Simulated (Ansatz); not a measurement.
# Co(0001) film of 4 layers: electron–phonon coupling and resistivity, part 3 of 4

How good a conductor is Co(0001) film of 4 layers when only phonons scatter, and how much computing does the answer need?

Ansatz 0.2.0; DFT LDA, scalar-relativistic, plane waves, PAW.

So far. Step 5 (Phonons: q 2×2×1, k 8×8×1): Among the solved wavevectors the lowest mode, translations apart, is 65.5 cm⁻¹, so these are real on this k mesh.

## (6) Electron–phonon run: q 2×2×1, k 8×8×1, scattering 12×12×1

The cheapest meshes give a first estimate and the cost of a run.

input.yaml reads:

```yaml
crystal:
  lattice:
    - [2.3942852988, 2.7598e-06, 0.0]
    - [-1.1971450395, 2.0735105127, 0.0]
    - [0.0, 0.0, 36.0687825065]
  atoms:
    - { symbol: Co, position: [0.3333333333, 0.6666666667, 0.1562195678], spin: 1.8 }
    - { symbol: Co, position: [0.6666666667, 0.3333333333, 0.2094977612], spin: 1.71 }
    - { symbol: Co, position: [0.3333333333, 0.6666666667, 0.2655498786], spin: 1.71 }
    - { symbol: Co, position: [0.6666666667, 0.3333333333, 0.318828072], spin: 1.8 }
  periodic: [true, true, false]
kpoints:
  mp_grid: { grid: [8, 8, 1] }
hamiltonian:
  xc: lda
scf:
  occupations: { method: gaussian, width: 0.15 }
output:
  eigenvalues: true
  populations: true
magnetization:
  spin_polarized: true
phonons:
  method: dfpt
  qmesh: [2, 2, 1]
  temperatures: { t_max: 1000, t_step: 50 }
  qpath:
    path:
      - [0.0, 0.0, 0.0]
      - [0.5, 0.0, 0.0]
      - [0.33333333, 0.33333333, 0.0]
      - [0.0, 0.0, 0.0]
    npoints: 10
  electrical_resistivity:
    mesh: [12, 12, 1]
    temperatures: [20.0, 50.0, 77.0, 100.0, 150.0, 200.0, 300.0, 400.0, 600.0, 800.0]
  electron_occupations: "off"
```

On the command line:

```sh
$ ansatz run input.yaml --threads 4 --pin off --max-ram 16384MiB --backend cpu --events-out ev --progress --plain --runs-dir out
```

Numbers of over 12 decimals in the logs are rounded to 6 here.

The program printed:

```text
[...]
Crystal: 4 atoms, lattice volume = 179.066 Å³
Basis set: ecut = 420 eV, 3343 PW (Γ), exchange–correlation on 36×36×486 points (8 copies of the dense FFT grid, shifted against one another)
Bands: 46, of which v1, the nominal top of the filled ones, is band 34 counted from 1 (33 counted from 0)
Symmetry: 12 space group operations
[...]
k-points: 10 of 64
[...]
Starting moments: Σ|m| = 7.02 μB on 4 of 4 sites
[...]
SCF 1 converged in 19 iterations: F = -20249.316056 eV  dr2 = 3.92e-12
[...]
k-points: 10 of 64 (irreducible under 6 space group operations, time reversal used)
[...]
SCF iter  11: F=-20249.316056 eV  HF=-20249.316056 eV  |F-HF|=6.18e-11  |Δ(HF+E_count)|=  7.02e-10  Δρ=5.10e-8 (↑5.10e-8 ↓2.92e-8)  dr2=4.01e-12  dr2_m=6.19e-13  M=6.701 μB ∫|m|=7.011 μB  ethr=1.00e-12  ⟨swp⟩=11.1  Hψ=6246  notcnv=0
SCF 2 converged in 11 iterations: F = -20249.316056 eV  dr2 = 4.01e-12
[...]
SCF iter  11: F=-20249.316056 eV  HF=-20249.316056 eV  |F-HF|=1.75e-10  |Δ(HF+E_count)|=  7.02e-10  Δρ=5.11e-8 (↑5.11e-8 ↓2.89e-8)  dr2=3.98e-12  dr2_m=6.36e-13  M=6.701 μB ∫|m|=7.011 μB  ethr=1.00e-12  ⟨swp⟩=3.0  Hψ=3140  notcnv=0
SCF 3 converged in 11 iterations: F = -20249.316056 eV  dr2 = 3.98e-12
[...]
SCF converged after 11 iterations
Magnetization: 6.7005 μB (37.3503 up, 30.6497 down)
Absolute magnetization: 7.0129 μB (∫|ρ↑−ρ↓|, with the PAW one-centre terms)
[...]
Per-site moments (μB) at R_I (Å): [(1.724171, 0.976477), (1.672175, 0.976477), (1.672175, 0.976477), (1.724171, 0.976477)]
Free energy (F): -20249.316056 eV
[...]
Internal energy: -20249.266256 eV  (E = F + TS)
E sigma→0 (E₀):  -20249.291156 eV
Entropy (-TS):   -0.049800 eV (-12.450 meV/atom)
Fermi energy:    -5.461221 eV
[...]
--- Band table (eV; the first three rows and the last of 20) ---
  k-point 0 ↑: bands = [... 30 lower, -7.8510, -7.0951, -7.0951, -6.6740, -6.6740, -6.3825, -6.2178, -6.2178, ... 8 higher]
  k-point 1 ↑: bands = [... 30 lower, -7.6035, -7.4561, -7.2171, -7.1673, -6.8456, -6.7301, -6.2962, -6.2251, ... 8 higher]
  k-point 2 ↑: bands = [... 30 lower, -7.1801, -7.1700, -6.9564, -6.7529, -6.6893, -6.6339, -6.2277, -5.9969, ... 8 higher]
  k-point 9 ↓: bands = [... 30 lower, -5.2870, -4.6611, -4.5808, -4.5588, -4.3145, -4.2130, -0.1778, 0.4691, ... 8 higher]
  ° read free of the cell's end (the report's vacuum.weakly_bound_levels)
[...]
ASR residual: 7.367e-5 → 0.000e0 eV/Å²; symmetrization residual: 2.377e-6 eV/Å²
[...]
ASR residual per site (eV/Å²): 1.82e-5 7.37e-5 7.36e-5 1.75e-5
[...]
--- Phonons (arbitrary-q DFPT): 2 irreducible q on the 2×2×1 mesh ---
[...]
interpolated dispersion: 31 rows × 12 modes
[...]
--- Electrical resistivity: potentials and phonons of a 2×2×1 supercell ---
  scattering by harmonic phonons alone, with no dipole-dipole term; scattering by other electrons, impurities, surfaces and spin disorder is left out, and so is spin–orbit coupling
  the resistivity is that of a variational response, whose dependence on the energy is improved iteratively
  tensors lie in the sheet's plane, the Hall coefficient along its normal; that, the resistivity and the plasma energy are of the whole cell, vacuum included; the cell is 36.069 Å high
  at the Fermi level of each mesh (of a tensor half of its trace):
           mesh   spin    states/(eV spin)  plasma energy (eV)         λ      λ_tr    ħω_log (meV)
        12×12×1     up              0.6339              2.7136    0.0791    0.0696          20.268
        12×12×1   down              2.8230              2.0398    0.6317    0.5239          20.819
          6×6×1     up              0.5030              2.2171    0.0619    0.0627          21.618
          6×6×1   down              2.9546              1.6851    0.5832    0.5614          22.354
          3×3×1     up              0.7115              1.8717    0.1186    0.1374          22.414
          3×3×1   down              1.5947              2.0080    0.2852    0.3351          23.501
  resistivity on the deck's mesh, µΩ·cm:
     T (K)       trace/2  mesh converged            xx            yy            zz    lowest order   relaxation time
     20.00     2.1518e-3              no     2.1518e-3     2.1518e-3      0.0000e0       8.2258e-3         7.9847e-3
     50.00     1.7138e-1              no     1.7138e-1     1.7138e-1      0.0000e0       2.7874e-1         2.8507e-1
     77.00     7.3064e-1              no     7.3064e-1     7.3064e-1      0.0000e0        1.0049e0          1.0333e0
    100.00      1.4593e0              no      1.4593e0      1.4593e0      0.0000e0        1.8458e0          1.9372e0
    150.00      3.3573e0              no      3.3573e0      3.3573e0      0.0000e0        3.8843e0          4.1933e0
    200.00      5.2906e0              no      5.2906e0      5.2906e0      0.0000e0        5.9344e0          6.4590e0
    300.00      8.9821e0              no      8.9821e0      8.9821e0      0.0000e0        9.9197e0          1.0786e1
    400.00      1.2555e1              no      1.2555e1      1.2555e1      0.0000e0        1.3840e1          1.4972e1
    600.00      1.9682e1              no      1.9682e1      1.9682e1      0.0000e0        2.1906e1          2.3287e1
    800.00      2.7014e1              no      2.7014e1      2.7014e1      0.0000e0        3.0896e1          3.1811e1
  sheet resistance at 20 K: 0.005966 Ω
  mean free path at 20 K (of a tensor half of its trace): 250455 nm by what each carries, 103602 by the Fermi surface alone
  Hall coefficient in a weak field at 20 K (along the normal): -5.977e-10 m³/C (as a tensor it moves by 8.2 % between the two finest meshes); by each state's relaxation time: (none: it, or that of a finer mesh, parts from a neighbouring mesh's by over half of the finer one's); by a constant relaxation time: -2.097e-10 m³/C
  sheet resistance at 50 K: 0.4752 Ω
[...]
sheet resistance at 77 K: 2.026 Ω
[...]
sheet resistance at 100 K: 4.046 Ω
[...]
sheet resistance at 150 K: 9.308 Ω
[...]
sheet resistance at 200 K: 14.67 Ω
[...]
sheet resistance at 300 K: 24.90 Ω
[...]
sheet resistance at 400 K: 34.81 Ω
[...]
sheet resistance at 600 K: 54.57 Ω
[...]
sheet resistance at 800 K: 74.90 Ω
[...]
the resistivity times a path that all electrons share, by the Fermi surface of the deck's mesh alone (half of the trace): 2.229e-15 Ω·m²
  not converged in the mesh (λ; λ_tr; the resistivity at 20 K by 8.37 %; the resistivity at 50 K by 22.82 %; the resistivity at 77 K by 34.58 %; the resistivity at 100 K by 39.52 %; the resistivity at 150 K by 42.42 %; the resistivity at 200 K by 43.18 %; the resistivity at 300 K by 45.50 %; the resistivity at 400 K by 47.83 %; the resistivity at 600 K by 50.63 %; the resistivity at 800 K by 51.14 %): between neighbo [...]
  vibrations of 4 cells: unjudged by the run; compare a larger repeat
  the changes of the potential over all sites missed a rigid shift's by 0.22 % (the site terms' by 0.02 %)
  between the force constants' wavevectors the phonons are obtained by Fourier interpolation alone: phonons.electron_occupations is off
--- Löwdin populations: 4 sites ---
  site symbol       q [e]    m [muB]
     0     Co     16.7936     1.7543
     1     Co     16.7898     1.6829
     2     Co     16.7898     1.6829
     3     Co     16.7936     1.7543
  spilling = 0.012252 (of n_electrons = 68.000000)
```

Elapsed: 9.8 min, on 4 threads of Arm Neoverse V2, shared host; peak memory 1.9 GiB; 38 min of CPU time.

Numbers from this step:

| Item | Value |
| --- | --- |
| cell height | 36.07 Å |
| sheet resistance 300K | 24.9 Ω/square, mean in the plane |
| resistivity at 300 K | 8.982 μΩ cm, mean of the axes, of the whole cell with its vacuum |
| coupling constant λ, spin up | 0.07909 |
| coupling constant λ, spin down | 0.6317 |
| log mean phonon energy ħω_log, spin up | 20.27 meV |
| log mean phonon energy ħω_log, spin down | 20.82 meV |
| density of states at the Fermi level, spin up | 0.6339 states/eV a spin and cell |
| density of states at the Fermi level, spin down | 2.823 states/eV a spin and cell |
| transport coupling constant λ_tr, spin up | 0.06958, 0.06958, 0 (xx, yy, zz) |
| transport coupling constant λ_tr, spin down | 0.5239, 0.5239, 0 (xx, yy, zz) |
| Drude plasma energy, spin up | 2.714, 2.714, 0 eV (xx, yy, zz) |
| Drude plasma energy, spin down | 2.04, 2.04, 0 eV (xx, yy, zz) |

One curve a spin channel. Table of Eliashberg function α²F by phonon energy:

```tsv
phonon energy (meV)	α²F up	α²F tr up	α²F down	α²F tr down
2	1.0e-4	0	7.9e-4	1.9e-4
4	0.00103	3.0e-4	0.00626	8.9e-4
6	0.00248	7.8e-4	0.0179	0.00365
8	0.00420	0.00107	0.0296	0.00791
10	0.00794	0.00238	0.0596	0.0187
12	0.0101	0.00376	0.0627	0.0347
14	0.0113	0.00561	0.0948	0.0551
16	0.0191	0.0109	0.160	0.0912
18	0.0448	0.0315	0.314	0.229
20	0.0495	0.0512	0.429	0.350
22	0.0315	0.0361	0.282	0.226
24	0.0261	0.0282	0.206	0.153
26	0.0355	0.0406	0.274	0.245
28	0.0221	0.0304	0.171	0.173
30	0.0222	0.0281	0.200	0.186
32	0.0209	0.0273	0.118	0.126
34	0.0248	0.0286	0.216	0.217
36	0.0676	0.0693	0.499	0.701
38	0.0235	0.0284	0.238	0.371
```

Of the whole cell with its vacuum, so only the sheet resistance is a property of the layer; the means are those of the plane. Resistivity, by row:

```tsv
T (K)	ρ_xx (μΩ cm)	ρ_yy	ρ_zz	ρ by Ziman's lowest order, mean	ρ by relaxation times, mean	within 2 % of the coarser mesh
20	0.002152	0.002152	-	0.008226	0.007985	no
50	0.1714	0.1714	-	0.2787	0.2851	no
77	0.7306	0.7306	-	1.005	1.033	no
100	1.459	1.459	-	1.846	1.937	no
150	3.357	3.357	-	3.884	4.193	no
200	5.291	5.291	-	5.934	6.459	no
300	8.982	8.982	-	9.92	10.79	no
400	12.55	12.55	-	13.84	14.97	no
600	19.68	19.68	-	21.91	23.29	no
800	27.01	27.01	-	30.9	31.81	no
```

Some states were left unconverged by the eigensolver. By its own test the run is not converged in the mesh. λ = 0.530 and 24.9 Ω per square at 300 K. The run's own test puts 46 % between its two finest meshes on the component of the resistivity at 300 K that moves most, so it is not converged. By the run's own test λ of one spin channel moves by 22 % between its two finest scattering meshes.

(Continued in part 4 of 4.)

[Logs are printed without paths, hosts, clocks, repeated set-up lines and the standing remarks that a program may print on its own settings, such as how far it seeks lower states.]

[Hosts, paths, dates, database ids (printed as entryN), source tags and the programs' standing remarks are cut or masked in the printed files.]
